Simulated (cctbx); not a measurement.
# Which space group?

Cell: a = 4.2600 Å, b = 10.3480 Å, c = 3.7360 Å, α = 90.00°, β = 90.00°, γ = 90.00°. Expected content of the cell: Yb4 B4.

Simulated single-crystal data (cctbx): Mo Kα, λ = 0.71073 Å, to d = 0.84 Å, 70 % of the full sphere, strongest reflection 5000 counts, noise from counting, a 6 % proportional error and a noise floor of 8 counts (s.d.); no absorption, some extinction.

A first pass over the reflections prints:

```text
829 reflections to d = 0.840 A
centring   violations  <I/sigma> of those
    A        184 of   412      6.2
    B        184 of   398      6.5
    C          0 of   424     -0.0
    I        197 of   434      6.5
    R        238 of   550      6.2
    F        184 of   617      4.2
Laue class    unique    Rint  (classes that these axes allow; Friedel mates merged)
C 1 2/m 1         153   0.042
C 2/m 1 1         161   0.043
C m m m           100   0.046
space group    extra absences  I>4sigma  <I/sigma>
C 2 2 21                1          0       0.5  acentric
C 2 2 2                 0          0         -  acentric
C m m 2                 0          0         -  acentric
C m c 21                9          0      -0.1  acentric
C 2 m m                 0          0         -  acentric
C m 2 m                 0          0         -  acentric
C 2 c m                 9          0      -0.1  acentric
C m c m                 9          0      -0.1  centric
C m m m                 0          0         -  centric
Wilson B = 0.16 A^2   <|E^2-1|> = 0.562 (0.968 centric, 0.736 acentric)   E^2>4: 0.0 %
shell (A)         n   <I/sigma>
 5.17 - 1.66     19     19.1
 1.66 - 1.33     10     19.6
 1.33 - 1.16     12     28.3
 1.16 - 1.06     14     26.5
 1.06 - 0.98     13     23.5
 0.98 - 0.92      8     23.9
 0.92 - 0.88     16     22.3
 0.88 - 0.84      8     23.8
```

**Question.** What are the lattice type, the Laue class and the likely space group?

The reflections that C centring forbids are absent (⟨I/σ⟩ near 0), so the lattice is C.

Rint stays low (0.042 to 0.046) up to C m m m, the highest class in these axes.

9 settings pass the absence test. The most absences obeyed, 9, belong to C m c 21, C 2 c m and C m c m, which absences can't tell apart.

⟨|E²−1|⟩ = 0.562 leans to a non-centrosymmetric structure, or to twinning, which lowers it. Here that hint misleads: the statistic assumes many like atoms on general positions, and few, heavy or special-position atoms break it. The Wilson B of 0.16 Å² means U ≈ 0.0020 Å².

The true group is Cmcm (no. 63), Laue class mmm, centrosymmetric. The tables only narrow the choice to the tied entries; cell content, site symmetry and trial solutions must settle it.

The model was made for the exercise: a known structure type with other elements put in, its volume estimated, not relaxed; displacement parameters are assumed.

[Logs are printed without paths, hosts, clocks, repeated set-up lines and the standing remarks that a program may print on its own settings, such as how far it seeks lower states.]
